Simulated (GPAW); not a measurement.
# Ballistic transport through a carbon nanotube (4, 4); one C replaced by P, cheap and dear, part 2 of 2

Wanted: the zero-bias transmission of a carbon nanotube (4, 4); one C replaced by P on a ladder of levels, with run times.

GPAW 26.7.0; GPAW LCAO, PAW setups; Landauer transmission from Green's functions with principal layers (ASE), zero bias.

So far, transmission at the Fermi level (one spin): step 2 (single-zeta polarised basis, PBE, GPAW) 1.93; step 3 (basis sz(dzp), PBE, GPAW) 1.97; step 4 (LDA) 1.93.

## Step 7: Broadening 0.05

The broadening keeps the Green's functions finite; too large a value absorbs electrons where channels are open and leaks them where none are.

This step: GPAW LCAO, PAW setups; Landauer transmission from Green's functions with principal layers (ASE), zero bias (GPAW 26.7.0).

Input file run.py:

```python
import json
import numpy as np
from ase import Atoms
from ase.transport.calculators import TransportCalculator
from gpaw import GPAW, FermiDirac
from gpaw.lcao.tools import get_lcao_hamiltonian
from scipy.linalg import eigh

# The junction with lead layers at both ends, along the third cell vector
device = Atoms(
    ['C', 'C', 'C', 'C', 'C', 'C', 'C', 'C', 'C', 'C', 'C', 'C', 'C', 'C', 'C', 'C', 'C', 'C', 'C', 'C', 'C', 'C', 'C', 'C', 'C', 'C', 'C', 'C', 'C', 'C', 'C', 'C', 'C', 'C', 'C', 'C', 'C', 'C', 'C', 'C', 'C', 'C', 'C', 'C', 'C', 'C', 'C', 'C', 'C', 'C', 'C', 'C', 'C', 'C', 'C', 'C', 'C', 'C', 'C', 'C', 'C', 'C', 'C', 'C', 'C', 'C', 'C', 'C', 'C', 'C', 'C', 'C', 'C', 'C', 'C', 'C', 'C', 'C', 'C', 'C', 'C', 'C', 'C', 'C', 'C', 'C', 'C', 'C', 'C', 'C', 'C', 'C', 'C', 'C', 'C', 'C', 'P', 'C', 'C', 'C', 'C', 'C', 'C', 'C', 'C', 'C', 'C', 'C', 'C', 'C', 'C', 'C', 'C', 'C', 'C', 'C', 'C', 'C', 'C', 'C', 'C', 'C', 'C', 'C', 'C', 'C', 'C', 'C', 'C', 'C', 'C', 'C', 'C', 'C', 'C', 'C', 'C', 'C', 'C', 'C', 'C', 'C', 'C', 'C', 'C', 'C', 'C', 'C', 'C', 'C', 'C', 'C', 'C', 'C', 'C', 'C', 'C', 'C', 'C', 'C', 'C', 'C', 'C', 'C', 'C', 'C', 'C', 'C', 'C', 'C', 'C', 'C', 'C', 'C', 'C', 'C', 'C', 'C', 'C', 'C', 'C', 'C', 'C', 'C', 'C', 'C', 'C', 'C', 'C', 'C', 'C', 'C'],
    positions=[
        [4.00000, 6.71200, 0.61488],
        [4.36334, 5.35600, 0.61488],
        [5.35600, 9.06066, 0.61488],
        [6.71200, 9.42400, 0.61488],
        [6.71200, 4.00000, 0.61488],
        [8.06800, 4.36334, 0.61488],
        [9.06066, 8.06800, 0.61488],
        [9.42400, 6.71200, 0.61488],
        [4.09241, 7.41392, 1.84463],
        [4.79433, 8.62967, 1.84463],
        [4.79433, 4.79433, 1.84463],
        [6.01008, 4.09241, 1.84463],
        [7.41392, 9.33159, 1.84463],
        [8.62967, 8.62967, 1.84463],
        [8.62967, 4.79433, 1.84463],
        [9.33159, 6.01008, 1.84463],
        [4.00000, 6.71200, 3.07439],
        [4.36334, 5.35600, 3.07439],
        [5.35600, 9.06066, 3.07439],
        [6.71200, 9.42400, 3.07439],
        [6.71200, 4.00000, 3.07439],
        [8.06800, 4.36334, 3.07439],
        [9.06066, 8.06800, 3.07439],
        [9.42400, 6.71200, 3.07439],
        [4.09241, 7.41392, 4.30415],
        [4.79433, 8.62967, 4.30415],
        [4.79433, 4.79433, 4.30415],
        [6.01008, 4.09241, 4.30415],
        [7.41392, 9.33159, 4.30415],
        [8.62967, 8.62967, 4.30415],
[... 156 atom lines left out ...]
        [4.79433, 4.79433, 28.89927],
        [6.01008, 4.09241, 28.89927],
        [7.41392, 9.33159, 28.89927],
        [8.62967, 8.62967, 28.89927],
        [8.62967, 4.79433, 28.89927],
        [9.33159, 6.01008, 28.89927]],
    cell=[[13.424, 0.0, 0.0], [0.0, 13.424, 0.0], [0.0, 0.0, 29.51415]],
    pbc=True)

# One principal layer of the lead: the first 48 atoms of the device
lead = Atoms(
    ['C', 'C', 'C', 'C', 'C', 'C', 'C', 'C', 'C', 'C', 'C', 'C', 'C', 'C', 'C', 'C', 'C', 'C', 'C', 'C', 'C', 'C', 'C', 'C', 'C', 'C', 'C', 'C', 'C', 'C', 'C', 'C', 'C', 'C', 'C', 'C', 'C', 'C', 'C', 'C', 'C', 'C', 'C', 'C', 'C', 'C', 'C', 'C'],
    positions=[
        [4.00000, 6.71200, 0.61488],
        [4.36334, 5.35600, 0.61488],
        [5.35600, 9.06066, 0.61488],
        [6.71200, 9.42400, 0.61488],
        [6.71200, 4.00000, 0.61488],
        [8.06800, 4.36334, 0.61488],
        [9.06066, 8.06800, 0.61488],
        [9.42400, 6.71200, 0.61488],
        [4.09241, 7.41392, 1.84463],
        [4.79433, 8.62967, 1.84463],
        [4.79433, 4.79433, 1.84463],
        [6.01008, 4.09241, 1.84463],
        [7.41392, 9.33159, 1.84463],
        [8.62967, 8.62967, 1.84463],
        [8.62967, 4.79433, 1.84463],
        [9.33159, 6.01008, 1.84463],
        [4.00000, 6.71200, 3.07439],
        [4.36334, 5.35600, 3.07439],
        [5.35600, 9.06066, 3.07439],
        [6.71200, 9.42400, 3.07439],
        [6.71200, 4.00000, 3.07439],
        [8.06800, 4.36334, 3.07439],
        [9.06066, 8.06800, 3.07439],
        [9.42400, 6.71200, 3.07439],
        [4.09241, 7.41392, 4.30415],
        [4.79433, 8.62967, 4.30415],
        [4.79433, 4.79433, 4.30415],
        [6.01008, 4.09241, 4.30415],
        [7.41392, 9.33159, 4.30415],
        [8.62967, 8.62967, 4.30415],
        [8.62967, 4.79433, 4.30415],
        [9.33159, 6.01008, 4.30415],
        [4.00000, 6.71200, 5.53390],
        [4.36334, 5.35600, 5.53390],
        [5.35600, 9.06066, 5.53390],
        [6.71200, 9.42400, 5.53390],
        [6.71200, 4.00000, 5.53390],
        [8.06800, 4.36334, 5.53390],
        [9.06066, 8.06800, 5.53390],
        [9.42400, 6.71200, 5.53390],
        [4.09241, 7.41392, 6.76366],
        [4.79433, 8.62967, 6.76366],
        [4.79433, 4.79433, 6.76366],
        [6.01008, 4.09241, 6.76366],
        [7.41392, 9.33159, 6.76366],
        [8.62967, 8.62967, 6.76366],
        [8.62967, 4.79433, 6.76366],
        [9.33159, 6.01008, 6.76366]],
    cell=[[13.424, 0.0, 0.0], [0.0, 13.424, 0.0], [0.0, 0.0, 7.37854]],
    pbc=True)

settings = dict(mode='lcao', basis='szp(dzp)', xc='PBE', h=0.2,
                occupations=FermiDirac(0.1), maxiter=250,
                mixer=dict(beta=0.1, nmaxold=8, weight=100.0),
                convergence=dict(density=0.0001))
energies = np.arange(-2, 2 + 1e-9, 0.05)
eta = 0.05
n1, n2 = 1, 1
# k and -k transmit alike, so half of the mesh across the current serves
mesh = [(i, j) for i in range(n1) for j in range(n2) if (i, j) <= (-i % n1, -j % n2)]
weights = np.array([1 if (i, j) == (-i % n1, -j % n2) else 2 for i, j in mesh]) / (n1 * n2)

# [... helper functions left out ...]
fermi_lead = ground_state(lead, (1, 1, 15), 'lead.txt')
fermi_device = ground_state(device, (1, 1, 3), 'device.txt')
# [... loop over the mesh left out, but for ...]
        # Shift the lead onto the potential of the device's first layer
        shift = ((H[:, 0, 0] - H0[:, 0, 0]) / S0[0, 0]).real.mean()
# [...]
kT = 8.617333e-5 * 500
bias = [0.1, 0.2, 0.5, 1.0, 1.5, 2.0]
# [... integrals and printing left out ...]
```

Run with:

```sh
> OMP_NUM_THREADS=1 OPENBLAS_NUM_THREADS=1 python run.py
```

The program printed:

```text
basis functions: device 1728, principal layer 432
Fermi level: lead -2.5655 eV, device -2.4397 eV; lead shifted by -0.0095 eV
largest coupling past the next layer 4.46e-15 eV, largest misfit of the first layer 0.027 eV
  E-E_F (eV)   T (one spin)  [channel counts left out]
    -2.000    1.3221e+00
    -1.950    1.1352e+00
    -1.900    9.4470e-01
    -1.850    7.8052e-01
    -1.800    6.5654e-01
    -1.750    6.0731e-01
    -1.700    6.0952e-01
    -1.650    6.4027e-01
    -1.600    6.9293e-01
    -1.550    7.3908e-01
    -1.500    7.7678e-01
    -1.450    8.0828e-01
    -1.400    8.3523e-01
    -1.350    8.5863e-01
    -1.300    8.7916e-01
    -1.250    8.9728e-01
[...]
1.650    3.3546e+00
     1.700    3.4021e+00
     1.750    3.4413e+00
     1.800    3.4735e+00
     1.850    3.4996e+00
     1.900    3.5203e+00
     1.950    3.5366e+00
     2.000    3.5487e+00
conductance at 500 K: 0.99875 G0 a cell; thermopower 1.872 uV/K
current from the zero-bias T(E) at 0.1 V: 7.7361 uA
current from the zero-bias T(E) at 0.2 V: 15.459 uA
current from the zero-bias T(E) at 0.5 V: 38.394 uA
current from the zero-bias T(E) at 1.0 V: 74.095 uA
current from the zero-bias T(E) at 1.5 V: 104.05 uA
current from the zero-bias T(E) at 2.0 V: 135.69 uA
```

The job ended after 38 min (1 thread of Arm Neoverse V1, shared host; peak memory 3.5 GiB).

The run finished with changed settings (eta = 0.05); it serves as a test.

The two runs compared:

```tsv
quantity	this run	sound run	difference
conductance (G₀)	0.99875	1.9266	-0.928
transmission at the Fermi level (one spin)	1.0009	1.9286	-0.928
```

The two runs differ clearly in the conductance: 0.999 G₀ against 1.93 G₀.

## Step 8: Outcome

```yaml
conductance: 1.93 G₀
transmission_at_the_fermi_level_mean_of_the_spins: 1.93
thermopower: about 0 (under 1.5 μV/K)
```

In the szp basis the junction conducts 1.93 G₀ at 500 K, with T = 1.93 a spin at the Fermi level; the sz basis reaches that conductance within 10 %. At the Fermi level two eigenchannels carry the current (0.97 and 0.96). Measured against the first run (szp), the nearest curve is that of szp-LDA (r.m.s. 0.077) and the farthest that of sz (1.3). Over the compared runs wall time goes from 388 s (sz) to 2572 s (szp), on a shared host. The geometry was built from estimated bond lengths and not relaxed, so the numbers describe this model structure. The run had no spin polarisation, so a magnetic state, which chains and small molecules with open shells often have, wasn't tested. The currents use the zero-bias T(E) throughout, which holds only while the bias is small against the distance to the nearest feature.

[Logs are printed without paths, hosts, clocks, repeated set-up lines and the standing remarks that a program may print on its own settings, such as how far it seeks lower states.]

[Hosts, paths, dates, database ids (printed as entryN), source tags and the programs' standing remarks are cut or masked in the printed files.]
